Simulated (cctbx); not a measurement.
## Interatomic vectors of TmInSn4Ir

Space group P4/mmm (no. 123), a = 4.5360 Å, b = 4.5360 Å, c = 7.6010 Å, α = 90.00°, β = 90.00°, γ = 90.00°, content Ir1 Tm1 Sn4 In1.

The data are simulated with cctbx, not measured: synchrotron X-rays, λ = 0.4959 Å, to d = 0.65 Å, 80 % of the full sphere, strongest reflection 70000 counts, noise from counting, a 6 % proportional error and a noise floor of 15 counts (s.d.); no absorption.

Patterson synthesis, origin scaled to 1000:

```text
Patterson group P 4/m m m
      u       v       w   height  length (A)
  0.000   0.000   0.000   1000.0     0.00
  0.500   0.500   0.000    628.6     3.21
  0.000   0.000   0.500    529.0     3.80
  0.000   0.500   0.298    449.9     3.21
  0.500   0.500   0.500    314.2     4.97
  0.000   0.500   0.204    308.5     2.75
  0.000   0.000   0.400    165.3     3.04
  0.500   0.500   0.403    162.5     4.43
  0.052   0.195   0.049     23.6     0.99
  0.190   0.454   0.252     21.1     2.94
  0.053   0.306   0.251     19.4     2.37
  0.000   0.108   0.107     18.3     0.95
  0.099   0.179   0.000     16.6     0.93
  0.000   0.195   0.445     15.2     3.50
```

**Question.** Which atom pairs make the peaks, and where is the heaviest atom?

A peak at u stands for all pairs with xi − xj = u, with weight Σ ZiZj against Σ Z² = 23091 at the origin. Peak heights follow these weights only roughly, since form factors, motion and series ripples differ, all vectors within 0.55 Å of a peak are counted as merged into it though the farther ones add only part of their weight, and F(000) is left out, which lowers the whole map:

| u | v | w | shortest length (Å) | height | 1000 ΣZiZj/ΣZ² | pairs in the cell |
| --- | --- | --- | --- | --- | --- | --- |
| 0.500 | 0.500 | 0.000 | 3.21 | 629 | 726 | 4 × Sn–Sn, 2 × Tm–In |
| 0.000 | 0.000 | 0.500 | 3.80 | 529 | 460 | 2 × Ir–Tm |
| 0.000 | 0.500 | 0.298 | 3.21 | 450 | 511 | 2 × Tm–Sn, 2 × Sn–In |
| 0.500 | 0.500 | 0.500 | 4.97 | 314 | 327 | 2 × Ir–In |
| 0.000 | 0.500 | 0.204 | 2.75 | 308 | 333 | 2 × Ir–Sn |
| 0.000 | 0.000 | 0.400 | 3.04 | 165 | 217 | 2 × Sn–Sn |
| 0.500 | 0.500 | 0.403 | 4.44 | 162 | 217 | 2 × Sn–Sn |

The table stops at ten peaks or at a height of 45, below which ripples compete. In the model behind the data Ir, the heaviest element, has 1 independent site: (0, 0, 1/2), up to an allowed shift of origin. No listed peak is a Ir–Ir vector, so the position follows from the cell content and the cross vectors. Elements of similar Z can't be told apart from the map alone. The whole model:

| atom | mult. | x | y | z | Ueq (Å²) |
| --- | --- | --- | --- | --- | --- |
| Ir1 | 1 | 0 | 0 | 1/2 | 0.0037 |
| Tm1 | 1 | 0 | 0 | 0 | 0.0040 |
| Sn1 | 4 | 0 | 1/2 | 0.7007 | 0.0048 |
| In1 | 1 | 1/2 | 1/2 | 0 | 0.0029 |

The model was made for the exercise: a known structure type with other elements put in, its volume estimated, not relaxed; displacement parameters are assumed.

[Logs are printed without paths, hosts, clocks, repeated set-up lines and the standing remarks that a program may print on its own settings, such as how far it seeks lower states.]
